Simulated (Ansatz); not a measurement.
# InH (model cell, started as zinc blende): the cell at rest

Wanted: the relaxed cell of InH (model cell, started as zinc blende).

Method: DFT PBEsol, scalar-relativistic, plane waves, PAW, in Ansatz 0.2.0.

Report form: the programs' logs are mostly left out.

The structure was built from a prototype and need not be the compound's stable phase.

### Step 1. The structure

The structure is cubic, space group F-43m (No. 216). Conventional cell: a = 5.861 Å, b = 5.861 Å, c = 5.861 Å, α = 90.00°, β = 90.00°, γ = 90.00°. Nearest to In lie 4 H at 2.54 Å. Nearest to H lie 4 In at 2.54 Å. Farther neighbours are not listed.

Coordinates:

```cif
data_structure
_symmetry_space_group_name_H-M 'F-43m'
_symmetry_Int_Tables_number 216
_cell_length_a 5.8613
_cell_length_b 5.8613
_cell_length_c 5.8613
_cell_angle_alpha 90.000
_cell_angle_beta 90.000
_cell_angle_gamma 90.000
_cell_volume 201.36
loop_
_atom_site_label
_atom_site_type_symbol
_atom_site_symmetry_multiplicity
_atom_site_Wyckoff_symbol
_atom_site_fract_x
_atom_site_fract_y
_atom_site_fract_z
_atom_site_occupancy
In1 In 4 a 0.00000 0.00000 0.00000 1
H1 H 4 d 0.25000 0.25000 0.75000 1
```

### Step 2. Probe on a coarse mesh

First a cheap look: the gap decides the mesh and the occupations, the pressure tells how far the cell has to move.

input.yaml

```yaml
crystal:
  lattice:
    - [0.0, 2.93063, 2.93063]
    - [2.93063, 0.0, 2.93063]
    - [2.93063, 2.93063, 0.0]
  atoms:
    - { symbol: In, position: [0.0, 0.0, 0.0] }
    - { symbol: H, position: [0.25, 0.25, 0.25] }
kpoints:
  mp_grid: { grid: [6, 6, 6] }
hamiltonian:
  xc: pbesol
scf:
  occupations: { method: gaussian, width: 0.1 }
output:
  forces: true
  stress: true
  eigenvalues: true
```

On the command line:

```sh
$ ansatz run input.yaml --threads 4 --pin off --max-ram 7168MiB --backend cpu --events-out ev --progress --plain --runs-dir out
```

The job ended after 0.86 s (4 threads of Arm Neoverse N1, shared host; peak memory 0.35 GiB; 2 s of CPU time).

Numbers from this step:

```yaml
pressure: -4.748 GPa
volume_per_atom: 25.17 Å³
gap_on_the_k_mesh: 0 eV
```

The coarse mesh shows no gap and a pressure of -4.7 GPa.

### Step 3. Relaxation

Harmonic phonons are second derivatives at a point where the forces vanish, and they are wanted at zero stress, so atoms and cell are relaxed first.

Changes to input.yaml since step 2:

```diff
@@ -9,3 +9,3 @@
 kpoints:
-  mp_grid: { grid: [6, 6, 6] }
+  mp_grid: { grid: [12, 12, 12] }
 hamiltonian:
@@ -18 +18,6 @@
   eigenvalues: true
+relax:
+  adjacent_minimum: "off"
+  f_tol: 0.005
+  max_steps: 80
+  cell: { stress_tol: 0.05 }
```

Elapsed: 16 s, on 4 threads; peak memory 0.45 GiB.

Relaxation path:

```
step  energy less that of the first step (eV)  largest force component (eV/Å)  pressure (GPa)  volume (Å³)
   1                                   0.0000                          0.0000           -5.14        50.34
   2                                  -0.2242                          0.0000           -4.95        43.33
   3                                  -0.3967                          0.0000           -3.17        37.00
   4                                  -0.4348                          0.0000            2.03        31.33
   5                                  -0.4435                          0.0000           -0.04        32.92
  6*                                  -0.4411                          0.0000           -0.09        32.92
   7                                  -0.4412                          0.0000            0.00        32.84
  8*                                  -0.4411                          0.0000            0.00        32.84
```

Relaxation steps marked * repeat the geometry before them on a plane-wave basis chosen anew for their cell, so energy and pressure can jump there.

Forces are held to the 24 operations that the run works with; a distortion that breaks them can't arise in this run.

```
     cell as run  before  after   change
           a (Å)   4.145  3.595  -13.3 %
           b (Å)   4.145  3.595  -13.3 %
           c (Å)   4.145  3.595  -13.3 %
volume (Å³/atom)   25.17  16.42  -34.8 %
```

The relaxed structure:

```
In H
1.0
     0.00000    2.54181    2.54181
     2.54181    0.00000    2.54181
     2.54181    2.54181    0.00000
In H
1 1
Direct
  0.00000 0.00000 0.00000
  0.25000 0.25000 0.25000
```

Numbers from this step:

| Quantity | Value |
| --- | --- |
| pressure | -0.004207 GPa |
| volume per atom | 16.42 Å³ |

In this step the volume went from 25.17 to 16.42 Å³/atom.

### Step 4. Relaxation

The relaxation is repeated from its end on the same settings, as a check that it has come to rest.

input.yaml, the sections that differ from step 3:

```yaml
crystal:
  lattice:
    - [0.0, 2.5418058941, 2.5418058941]
    - [2.5418058941, 0.0, 2.5418058941]
    - [2.5418058941, 2.5418058941, 0.0]
  atoms:
    - { symbol: In, position: [0.0, 0.0, 0.0] }
    - { symbol: H, position: [0.25, 0.25, 0.25] }
output:
  forces: true
  stress: true
  eigenvalues: true
  write_density: true
  write_potential: true
  elf: true
  volumetric_format: npy
# kpoints, hamiltonian, scf, relax: as in step 3
```

The job ended after 3.8 s (4 threads; peak memory 0.4 GiB).

Little changed from the start: no atom moved by 0.005 Å and no cell edge by 0.1 %.

Numbers from this step:

```yaml
pressure: -0.004204 GPa
```

Valence density in the ac plane of the cell as run, not the conventional one, at fractional y = 0.000, with atoms of In within 0.2 Å of it. It is the smooth field of the valence electrons, not physical close to the nuclei.

Values in e/Å³, 14 rows by 14 columns, each cell a mean:
```
10  9  6  2  1  0  0  0  0  0  0  1  3  6
 6  6  5  2  1  0  0  0  0  0  0  0  1  3
 2  3  3  2  1  0  0  0  0  0  0  0  0  1
 1  1  1  1  0  0  0  0  0  0  0  0  0  0
 0  0  0  0  0  0  0  0  0  0  0  0  0  0
 0  0  0  0  0  0  0  0  0  0  0  0  0  0
 0  0  0  0  0  0  0  0  0  0  0  0  0  0
 0  0  0  0  0  0  0  0  0  0  0  0  0  0
 0  0  0  0  0  0  0  0  0  0  0  0  0  0
 0  0  0  0  0  0  0  0  0  0  0  1  1  1
 1  1  0  0  0  0  0  0  0  0  1  2  2  2
 4  2  1  0  0  0  0  0  0  0  1  3  5  6
 9  5  2  1  0  0  0  0  0  0  1  3  6  9
12  9  4  1  0  0  0  0  0  0  1  2  6 10
```
Columns run along a (3.6 Å), rows up along c (3.6 Å). Atoms in or near the plane, at fractional coordinates: In at (0.00, 0.00).

ELF in the ac plane of the cell as run, not the conventional one, at fractional y = 0.000, with atoms of In within 0.2 Å of it. It is the smooth field of the valence electrons, not physical close to the nuclei.

Values, 14 rows by 14 columns, each cell a mean:
```
0.00 0.01 0.06 0.23 0.28 0.25 0.24 0.20 0.21 0.24 0.25 0.28 0.18 0.05
0.07 0.05 0.09 0.23 0.29 0.26 0.25 0.21 0.19 0.22 0.25 0.27 0.28 0.18
0.23 0.18 0.20 0.27 0.29 0.26 0.26 0.22 0.18 0.19 0.24 0.26 0.27 0.28
0.27 0.28 0.28 0.28 0.26 0.25 0.26 0.23 0.18 0.17 0.20 0.24 0.25 0.25
0.24 0.24 0.24 0.24 0.23 0.24 0.24 0.21 0.18 0.17 0.17 0.19 0.22 0.24
0.24 0.25 0.26 0.26 0.26 0.26 0.24 0.20 0.18 0.18 0.18 0.18 0.19 0.21
0.23 0.28 0.33 0.37 0.36 0.32 0.26 0.21 0.20 0.21 0.23 0.22 0.21 0.20
0.24 0.29 0.40 0.53 0.57 0.51 0.38 0.26 0.24 0.24 0.26 0.26 0.25 0.24
0.24 0.27 0.37 0.55 0.68 0.65 0.51 0.32 0.26 0.24 0.25 0.26 0.26 0.25
0.25 0.24 0.29 0.44 0.62 0.68 0.57 0.36 0.26 0.23 0.26 0.29 0.29 0.28
0.27 0.26 0.24 0.30 0.44 0.55 0.53 0.37 0.26 0.24 0.28 0.27 0.23 0.23
0.12 0.22 0.26 0.24 0.29 0.37 0.40 0.33 0.26 0.24 0.28 0.20 0.09 0.06
0.02 0.09 0.22 0.26 0.24 0.27 0.29 0.28 0.25 0.24 0.28 0.18 0.05 0.01
0.00 0.02 0.12 0.27 0.25 0.24 0.24 0.23 0.24 0.24 0.27 0.23 0.07 0.00
```
Columns run along a (3.6 Å), rows up along c (3.6 Å). Atoms in or near the plane, at fractional coordinates: In at (0.00, 0.00).

Electrostatic potential energy in the ac plane of the cell as run, not the conventional one, at fractional y = 0.000, with atoms of In within 0.2 Å of it. With pseudopotentials it is smooth inside the atoms' cores, unlike the true potential.

Ten even steps from '0' (-37 eV) to '9' (10 eV), each cell a mean:
```
00026899998410
00025899999741
21135899999874
65457899999998
88788999999999
99999999999999
99999999999999
99999999999999
99999999998888
78999999987556
36899999985322
02589999974100
00268999985100
00037999986200
```
Columns run along a (3.6 Å; values clipped at the 3rd and 97th percentile), rows up along c (3.6 Å). Atoms in or near the plane, at fractional coordinates: In at (0.00, 0.00).

In this step the volume went from 16.42 to 16.42 Å³/atom.

### Step 5. Relaxing to small forces for the phonons

Phonons need a cell at rest on their own settings, so the relaxation is repeated with tight tolerances on forces and stress, using the mesh and the filling of the phonon run that follows.

input.yaml, the sections that differ from step 4:

```yaml
scf:
  occupations: { method: methfessel_paxton, width: 0.15 }
output:
  forces: true
  stress: true
  eigenvalues: true
relax:
  adjacent_minimum: "off"
  f_tol: 0.001
  max_steps: 60
  cell: { stress_tol: 0.01 }
# crystal, kpoints, hamiltonian: as in step 4
```

Wall time 3.4 s (4 threads); peak memory 0.4 GiB.

Little changed from the start: no atom moved by 0.005 Å and no cell edge by 0.1 %.

Numbers from this step:

| Item | Value |
| --- | --- |
| pressure | -0.002718 GPa |

The forces vanish by symmetry and the pressure is -0.003 GPa, within the tolerances set. The cell now holds 16.42 Å³/atom.

### Step 6. Outcome

| Property | Result |
| --- | --- |
| space group after relaxation (within 0.01 Å) | F-43m |
| lattice constant a | 5.084 Å |
| lattice constant b | 5.084 Å |
| lattice constant c | 5.084 Å |
| volume per atom | 16.4 Å³ |

In words: The forces vanish by symmetry and the pressure is -0.003 GPa, within the tolerances set. The cell now holds 16.42 Å³/atom. The relaxation keeps the symmetry of its start, so it says nothing on stability against lower symmetry. The starting cell was built on a prototype and not taken from a measurement, so the phase need not exist.

[Logs are printed without paths, hosts, clocks, repeated set-up lines and the standing remarks that a program may print on its own settings, such as how far it seeks lower states.]

[Hosts, paths, dates, database ids (printed as entryN), source tags and the programs' standing remarks are cut or masked in the printed files.]
